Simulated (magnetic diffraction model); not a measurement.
**Ba3CoS5 below its ordering temperature**

Space group I4/mcm (no. 140), a = 8.3490 Å, c = 13.3970 Å.

```csv
site,atom,x,y,z
8h,Ba,0.6779,0.8221,0
4a,Ba,0,0,1/4
4b,Co,0,1/2,1/4
16l,S,0.1391,0.3609,0.1532
4c,S,0,0,0
```

The compound is invented for this exercise: a known structure type with other elements, its cell scaled to their sizes and not relaxed.

Only Co is taken to order (form factors of Co4+); orders and moment sizes are assumed, and not adapted to the symmetry. Radiation: neutrons of λ = 2.567 Å, 5° to 75°; isotropic B of 0.26 Å² (Ba), 0.34 Å² (Co) and 0.29 Å² (S). Simulated constant-wavelength pattern: nuclear and magnetic terms add, the magnetic one as |2.695 fm × Σ f S⊥ exp(2πi Q·r) exp(−B s²)|², summed over all Q at one angle with the factor 1/(sin²θ cos θ). For collinear order S is the moment m, which repeats by lattice and centring translations R with the sign exp(−2πi k·R). Free-ion form factors, Sears's scattering lengths of 1992, no absorption; a label names one of the reflections at its angle. The strongest nuclear line in the range is 100, and lines under 0.2 are left out.

Above the ordering temperature:

```tsv
2θ (°)	index	I
22.09	(0 0 2)	0.6
25.11	(1 1 0)	0.6
35.81	(2 0 0)	1.0
41.81	(2 1 1)	3.2
42.48	(2 0 2)	32.4
45.07	(0 0 4)	9.8
51.55	(2 2 0)	23.5
52.28	(1 1 4)	10.7
53.24	(2 1 3)	100.0
58.17	(3 1 0)	46.9
58.85	(2 0 4)	5.7
63.01	(3 1 2)	1.8
68.46	(3 2 1)	6.7
70.17	(0 0 6)	8.1
70.84	(2 2 4)	26.4
72.26	(2 1 5)	10.5
```

Below it (cell unchanged):

| 2θ (°) | I |
| --- | --- |
| 12.48 | 55.3 |
| 22.09 | 0.6 |
| 25.11 | 0.6 |
| 25.45 | 21.1 |
| 28.14 | 33.3 |
| 35.81 | 1.0 |
| 36.06 | 31.0 |
| 38.07 | 5.3 |
| 41.81 | 3.2 |
| 42.48 | 32.4 |
| 44.45 | 7.0 |
| 45.07 | 9.8 |
| 46.15 | 8.5 |
| 46.95 | 5.2 |
| 51.55 | 23.5 |
| 51.73 | 12.0 |
| 52.28 | 10.7 |
| 53.24 | 100.0 |
| 53.26 | 8.4 |
| 53.98 | 9.6 |
| 58.17 | 46.9 |
| 58.34 | 12.4 |
| 58.85 | 5.7 |
| 60.42 | 3.1 |
| 63.01 | 1.8 |
| 65.85 | 5.8 |
| 66.48 | 5.8 |
| 68.46 | 6.7 |
| 70.17 | 8.1 |
| 70.38 | 9.4 |
| 70.84 | 26.4 |
| 71.61 | 1.9 |
| 71.66 | 2.6 |
| 72.26 | 10.5 |
| 72.27 | 6.2 |

**Question.** Check that the new lines index with k = (1/2 1/2 0), then choose among these models:
A. collinear moments along [111], 4.14 μB on Co; signs + at (0, 1/2, 1/4), + at (1/2, 0, 1/4)
B. collinear moments along [110], 4.14 μB on Co; signs + at (0, 1/2, 1/4), + at (1/2, 0, 1/4)
C. collinear moments along [111], 4.14 μB on Co; signs + at (0, 1/2, 1/4), − at (1/2, 0, 1/4)
D. collinear moments along [110], 4.14 μB on Co; signs + at (0, 1/2, 1/4), − at (1/2, 0, 1/4)

The new lines index as (1/2 1/2 0) at 12.48°, (1/2 1/2 2) at 25.45°, (3/2 -1/2 0) at 28.14° and (3/2 -1/2 2) at 36.06°, that is as H ± k with k = (1/2 1/2 0), one of 2 inequivalent arms of its star (k and −k counted as one), which a powder can't tell apart. Half indices mean that the moments reverse under translations with k·R a half-integer, and the magnetic cell has twice the primitive volume.

Magnetic intensity, observed (below minus above) and for each model:

| 2θ (°) | index | observed | A | B | C | D |
| --- | --- | --- | --- | --- | --- | --- |
| 12.48 | (1/2 1/2 0) | 55.3 | 55.3 | <0.2 | <0.2 | <0.2 |
| 16.66 | (1/2 -1/2 1) | <0.2 | <0.2 | <0.2 | 82.2 | 109.0 |
| 25.45 | (1/2 1/2 2) | 21.1 | 21.1 | 34.1 | <0.2 | <0.2 |
| 28.14 | (3/2 -1/2 0) | 33.3 | 33.3 | 29.2 | <0.2 | <0.2 |
| 30.29 | (3/2 1/2 1) | <0.2 | <0.2 | <0.2 | 38.7 | 19.1 |
| 35.79 | (1/2 -1/2 3) | <0.2 | <0.2 | <0.2 | 11.0 | 21.6 |
| 36.06 | (3/2 -1/2 2) | 31.0 | 31.0 | 37.2 | <0.2 | <0.2 |
| 47.59 | (5/2 -1/2 1) | <0.2 | <0.2 | <0.2 | 19.0 | 16.1 |

Model A matches.

The structure used: k = (1/2 1/2 0), collinear moments along [111], 4.14 μB on Co; signs + at (0, 1/2, 1/4), + at (1/2, 0, 1/4).

[Logs are printed without paths, hosts, clocks, repeated set-up lines and the standing remarks that a program may print on its own settings, such as how far it seeks lower states.]
